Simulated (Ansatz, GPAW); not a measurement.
# Work function of a 2-layer slab of Fe(100) at several levels, part 2 of 2

Wanted: work functions and dipole of a 2-layer slab of Fe(100), with the cost of each level.

GPAW 26.7.0 and Ansatz 0.2.0; GPAW, PAW setups; slab in vacuum (the session's first sound run).

So far, upper work function (eV): step 2 (relaxing the atoms, PBE, GPAW) 4.00; step 5 (OptPBE vdW: xc = "optPBE-vdW", GPAW, PAW setups, GPAW) 4.25; step 7 (self-consistent run: xc = "RPBE") 3.82; step 8 (real-space grid: mode = "fd", PBE, GPAW) 3.99; step 9 (atomic orbitals: mode = "lcao", PBE, GPAW) 3.36.

## Step 11: A second plane-wave code

A second program with its own datasets checks the number independently.

This step: Ansatz plane waves; slab in vacuum with a dipole correction (Ansatz 0.2.0).

Contents of input.yaml:

```yaml
crystal:
  lattice:
    - [2.87, 0.0, 0.0]
    - [0.0, 2.87, 0.0]
    - [0.0, 0.0, 17.435]
  atoms:
    - { symbol: Fe, position: [0.5, 0.5, 0.4588471465], spin: 2.5 }
    - { symbol: Fe, position: [0.0, 0.0, 0.5335308592], spin: 2.5 }
magnetization:
  spin_polarized: true
kpoints:
  mp_grid: { grid: [11, 11, 1] }
hamiltonian:
  xc: pbe
scf:
  occupations: { method: fermi_dirac, width: 0.1 }
efield:
  axis: 3
  dipole_correction: true
  ramp_width: 0.05
output:
  forces: true
  write_potential: true
  write_density: true
  volumetric_format: npy
  elf: true
```

On the command line:

```bash
$ ansatz run input.yaml --threads 2 --pin off --max-ram 4096MiB --backend cpu --events-out ev --progress --plain --runs-dir out
```

Run time: 29 s. Hardware: 2 threads of Arm Neoverse N1, shared host; peak memory 0.41 GiB; 51 s of CPU time.

Numbers from this step:

```yaml
free_energy: -8958.5016 eV
smearing_term_ts: 0.08802 eV
magnetization: 5.877 μB
absolute_magnetization: 6.124 μB
site_moments: 2.813, 2.813 μB
symmetry_operations: 8
upper_work_function: 3.990 eV
lower_work_function: 3.990 eV
dipole_along_the_normal: -2.01e-5 e·Å
dipole_field: -2.53e-5 V/Å
vacuum_level_above: 3.756 eV
vacuum_level_below: 3.756 eV
```

Table of electrostatic potential energy of an electron (with the applied field's), less the Fermi level, planar mean by z:

z (Å), electrostatic potential energy of an electron (with the applied field's), less the Fermi level, planar mean (eV) and a bar from the least value:
```
      0.0        4.0 ##############################
      0.5        4.0 ##############################
      1.0        4.0 ##############################
      1.5        4.0 ##############################
      2.0        4.0 ##############################
      2.5        4.0 ##############################
      3.0        4.0 ##############################
      3.5        4.0 ##############################
      4.0        4.0 ##############################
      4.5        4.0 ##############################
      5.0        4.0 ##############################
      5.5        3.9 ##############################
      6.0        3.7 #############################
      6.5        3.1 ############################
      7.0        1.1 #########################
      7.5       -6.5 ##########
      8.0      -12.1 
      8.5       -9.7 ####
      9.0      -11.0 ##
      9.5      -10.9 ##
     10.0       -2.8 #################
     10.5        2.2 ###########################
     11.0        3.4 #############################
     11.5        3.8 ##############################
     12.0        3.9 ##############################
     12.5        4.0 ##############################
     13.0        4.0 ##############################
     13.5        4.0 ##############################
     14.0        4.0 ##############################
     14.5        4.0 ##############################
     15.0        4.0 ##############################
     15.5        4.0 ##############################
     16.0        4.0 ##############################
     16.5        4.0 ##############################
     17.0        4.0 ##############################
```

The valence density, planar mean by z:

| z (Å) | density (e/Å³) | rho spin (e/Å³) |
| --- | --- | --- |
| 4 | 8.0e-5 | 3.3e-5 |
| 5 | 8.2e-4 | 3.1e-4 |
| 6 | 0.00846 | 0.00293 |
| 7 | 0.0928 | 0.0303 |
| 8 | 2.37 | 0.435 |
| 9 | 1.52 | 0.255 |
| 10 | 0.271 | 0.0710 |
| 11 | 0.0171 | 0.00580 |
| 12 | 0.00166 | 6.1e-4 |
| 13 | 1.6e-4 | 6.5e-5 |
| 14 | 1.2e-5 | 4.9e-6 |

Force by atom:

| atom | x (eV/Å) | y (eV/Å) | z (eV/Å) | size |
| --- | --- | --- | --- | --- |
| Fe1 | 0.000 | 0.000 | 0.116 | 0.116 |
| Fe2 | 0.000 | 0.000 | -0.115 | 0.115 |

Spin density in the ca plane at fractional y = 0.000, with atoms of Fe within 0.2 Å of it.

Values in e/Å³, 5 rows by 16 columns, each cell a mean:
```
0.0 0.0 0.0 0.0 0.0 0.0 0.0 0.0 1.9 0.3 0.0 0.0 0.0 0.0 0.0 0.0
0.0 0.0 0.0 0.0 0.0 0.0 0.0 0.0 0.1 0.0 0.0 0.0 0.0 0.0 0.0 0.0
0.0 0.0 0.0 0.0 0.0 0.0 0.0 0.0 0.0 0.0 0.0 0.0 0.0 0.0 0.0 0.0
0.0 0.0 0.0 0.0 0.0 0.0 0.0 0.0 0.3 0.1 0.0 0.0 0.0 0.0 0.0 0.0
0.0 0.0 0.0 0.0 0.0 0.0 0.0 0.0 3.1 0.4 0.0 0.0 0.0 0.0 0.0 0.0
```
Columns run along c (17.4 Å), rows up along a (2.9 Å). Atoms in or near the plane, at fractional coordinates: Fe at (0.53, 0.00).

Electrostatic potential energy in the ca plane at fractional y = 0.000, with atoms of Fe within 0.2 Å of it. With pseudopotentials it is smooth inside the atoms' cores, unlike the true potential.

Ten even steps from '0' (-32 eV) to '9' (4 eV), each cell a mean:
```
99999999999999999999950002799999999999999999
99999999999999999999973015899999999999999999
99999999999999999999987678999999999999999999
99999999999999999999999889999999999999999999
99999999999999999999998889999999999999999999
99999999999999999999985347899999999999999999
99999999999999999999960003899999999999999999
99999999999999999999950001799999999999999999
```
Columns run along c (17.4 Å; values clipped at the 3rd and 97th percentile), rows up along a (2.9 Å). Atoms in or near the plane, at fractional coordinates: Fe at (0.53, 0.00).

ELF in the ca plane at fractional y = 0.000, with atoms of Fe within 0.2 Å of it. It is the smooth field of the valence electrons, not physical close to the nuclei.

Ten even steps from '0' (0.00) to '9' (0.85), each cell a mean:
```
00000000000000012344325873111000000000000000
00000000000000012344422432111000000000000000
00000000000000012233442211211000000000000000
00000000000000011223454322221000000000000000
00000000000000012233443222221000000000000000
00000000000000012334432221111000000000000000
00000000000000012344424652111000000000000000
00000000000000012344326984111000000000000000
```
Columns run along c (17.4 Å), rows up along a (2.9 Å). Atoms in or near the plane, at fractional coordinates: Fe at (0.53, 0.00).

The upper face's work function is 3.990 eV, against 3.998 eV in the first plane-wave PBE run at this geometry.

## Step 12: Side by side

Results and costs are gathered.

This step: comparison of work functions, dipole and cost (GPAW 26.7.0).

Ladder, by row:

| step | code | work function, upper (eV) | work function, lower (eV) | dipole (e Å) | wall time (s) | peak memory (GiB) | threads |
| --- | --- | --- | --- | --- | --- | --- | --- |
| pw | GPAW | 3.998 | 3.998 | -1.62e-4 | 67.33 | 0.19 | 2 |
| vdW-DF2 | GPAW | 4.509 | 4.509 | -1.49e-4 | 381.8 | 0.29 | 2 |
| optPBE-vdW | GPAW | 4.249 | 4.249 | -1.47e-4 | 81.66 | 0.28 | 2 |
| RPBE | GPAW | 3.819 | 3.819 | -1.56e-4 | 66.97 | 0.19 | 2 |
| fd | GPAW | 3.994 | 3.994 | -3.26e-6 | 378.4 | 0.48 | 2 |
| lcao | GPAW | 3.363 | 3.363 | -3.86e-6 | 169.6 | 0.23 | 2 |
| ansatz | Ansatz | 3.99 | 3.99 | -2.01e-5 | 28.56 | 0.408 | 2 |

## Step 13: A changed run

One more run, with changed settings.

This step: GPAW, PAW setups; slab in vacuum (GPAW 26.7.0).

Contents of run.py:

```python
import json
import numpy as np
from ase import Atoms
from gpaw import GPAW, PW

slab = Atoms(
    ['Fe', 'Fe'],
    positions=[
        [1.43500, 1.43500, 8.00000],
        [0.00000, 0.00000, 9.30211]],
    cell=[[2.87, 0.0, 0.0], [0.0, 2.87, 0.0], [0.0, 0.0, 17.435]],
    pbc=[True, True, False],
    magmoms=[2.5, 2.5])

slab.calc = GPAW(mode=PW(400), xc='PBE', kpts={'size': (11, 11, 1), 'gamma': True},
                 occupations={'name': 'fermi-dirac', 'width': 0.1}, nbands='140%',
                 convergence={'density': 1e-05}, maxiter=6,
                 poissonsolver={'dipolelayer': 'xy'},
                 symmetry={'tolerance': 1e-3}, txt='slab.txt')
result = {}
energy = slab.get_potential_energy()
fermi = slab.calc.get_fermi_level()
v = slab.calc.get_electrostatic_potential().mean((0, 1)) - fermi
n = slab.calc.get_pseudo_density().mean((0, 1))
L = slab.cell[2, 2]
z = np.arange(len(v)) * L / len(v)
low, high = slab.positions[:, 2].min(), slab.positions[:, 2].max()
below, above = np.interp([low - 5.8, high + 5.8], z, v)
slopes = [np.interp(x, z, np.gradient(v, z)) for x in (low - 5.8, high + 5.8)]
eps = np.array([[slab.calc.get_eigenvalues(k, s) for k in range(len(slab.calc.get_ibz_k_points()))]
                for s in range(slab.calc.get_number_of_spins())]) - fermi
top, bottom = eps[eps < 0].max(), eps[eps > 0].min()
dipole = slab.get_dipole_moment()[2]
print(f'energy {energy:.4f} eV, Fermi level {fermi:.4f} eV, dipole {dipole:.5f} e A')
print(f'potential 5.8 A off the faces, from the Fermi level: lower {below:.4f} eV, upper {above:.4f} eV')
print(f'slope of the potential there: lower {slopes[0]:.5f}, upper {slopes[1]:.5f} eV/A')
print(f'nearest levels on the mesh: {top:.4f} and {bottom:.4f} eV')
print('magnetic moment', round(slab.get_magnetic_moment(), 3))
result.update(energy=energy, fermi=fermi, dipole=dipole, below=below, above=above, slopes=slopes, edges=[top, bottom],
              z=z.tolist(), v=v.tolist(), n=n.tolist(), positions=slab.positions.tolist(),
              forces=slab.get_forces(apply_constraint=False).tolist(), moments=slab.get_magnetic_moments().tolist())
json.dump(result, open('result.json', 'w'))
```

On the command line:

```bash
$ OMP_NUM_THREADS=1 OPENBLAS_NUM_THREADS=2 python run.py
```

Wall time 25 s (2 threads); peak memory 0.19 GiB.

The run stopped without converging, so none of its numbers is a property of the system.

The fault put into the input: too few SCF iterations (maxiter = 6).

## Step 14: Results

- work function, both faces: 4.00 eV
- dipole along the normal: -1.6e-4 e Å, near the numerical noise

In words: With plane waves and PBE the work function is 4.00 eV on the upper face and 4.00 eV on the lower. Over the sound runs of the table the upper face's work function spans 3.363 (lcao) to 4.509 eV (vdW-DF2). Atomic orbitals miss the plane-wave value by -0.64 eV, since they describe the tail of the density in the vacuum poorly. The two plane-wave codes differ by 0.0078 eV on the upper face. One magnetic start was tried; another order may lie lower. The slab is only 1.3 Å thick between its outer nuclei, so the values belong to this film more than to the surface of the bulk metal. The in-plane lattice was kept as typed, which isn't the functional's own and leaves some strain; spin-orbit coupling and temperature are left out.

[Logs are printed without paths, hosts, clocks, repeated set-up lines and the standing remarks that a program may print on its own settings, such as how far it seeks lower states.]

[Hosts, paths, dates, database ids (printed as entryN), source tags and the programs' standing remarks are cut or masked in the printed files.]
